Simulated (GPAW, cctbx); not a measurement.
## BaZn6Si: what bonding does to one electron reflection, worked out

BaZn6Si, Amm2 (no. 38), a = 4.2558 Å, b = 5.2038 Å, c = 15.8258 Å, α = 90.00°, β = 90.00°, γ = 90.00°.

```
atom  mult.    x       y       z
 Ba1      2  1/2       0  0.2077
 Zn1      2    0     1/2  0.3677
 Zn2      2    0       0  0.3787
 Zn3      4    0  0.2350  0.0497
 Zn4      4  1/2  0.7461  0.4287
 Si1      2  1/2     1/2  0.0713
```

The cell comes from substitution in a known structure type and wasn't matched to any measured phase.

A DFT run (GPAW, PBE, 450 eV, 6×5×5 k-points (along the axes of the calculation cell), Fermi–Dirac width 0.1 eV) gives the static X-ray structure factor of 100 as 14.759 e for the conventional cell; superposed free atoms give 14.038 e. **Problem.** Find the Fourier component V of the crystal potential and the two-beam extinction distance at 300 kV in both cases.

**1. Geometry**

The cell volume is Ω = 350.48 Å³ and d(100) = 4.2558 Å, so g = 1/d = 0.2350 Å⁻¹.

**2. The nuclei**

Electrons feel nuclei as well as electrons, so the nuclear charges are summed with the same phases.

Phase sums Σ exp(2πi h·x), turned so that the total is real and positive: Ba +2.000, Zn -4.000, Si +2.000. Then F_Z = 56 × (+2.000) + 30 × (-4.000) + 14 × (+2.000) = 20.00 e. The electron term has the same sign for this reflection.

**3. Mott–Bethe**

Poisson's equation, term by term, gives V = (e/4πε₀)(F_Z − F)/(πΩg²), with e/4πε₀ = 14.3996 V Å.

The prefactor is 14.3996 × 4.2558²/(π × 350.48) = 0.23687 V per electron. Free atoms: (20.00 − 14.038) × 0.23687 = 1.412 V. Crystal: (20.00 − 14.759) × 0.23687 = 1.241 V. F changes by +5.14 % and V by -12.1 %: the same 0.72 e is measured against F_Z − F = 6.0 e in place of F = 14.0 e.

**4. Extinction distance**

In the two-beam case ξ = 1/(λU) with U = 2γm₀eV/h², that is ξ = 150.41 V Å²/(γλV).

At 300 kV, λ = 0.01969 Å and γ = 1.5871. Free atoms: ξ = 3409 Å. Crystal: ξ = 3878 Å. The thickness fringes go as sin²(πt/ξ), so the two patterns slip by a quarter of a period when t|1/ξ₁ − 1/ξ₀| = 1/4, at t ≈ 705 nm. Thermal motion, absorption and many-beam coupling, left out here, change a real pattern.

**5. Answer**

V(100) is 1.24 V against 1.41 V, and ξ is 3878 against 3409 Å. Limits: static atoms, two beams.

[Outputs are excerpts: Python notices, other lines and further rows are left out; steps that failed or that the build refused (PBEsol, TPSS) are not shown.]

[Logs are printed without paths, hosts, clocks, repeated set-up lines and the standing remarks that a program may print on its own settings, such as how far it seeks lower states.]
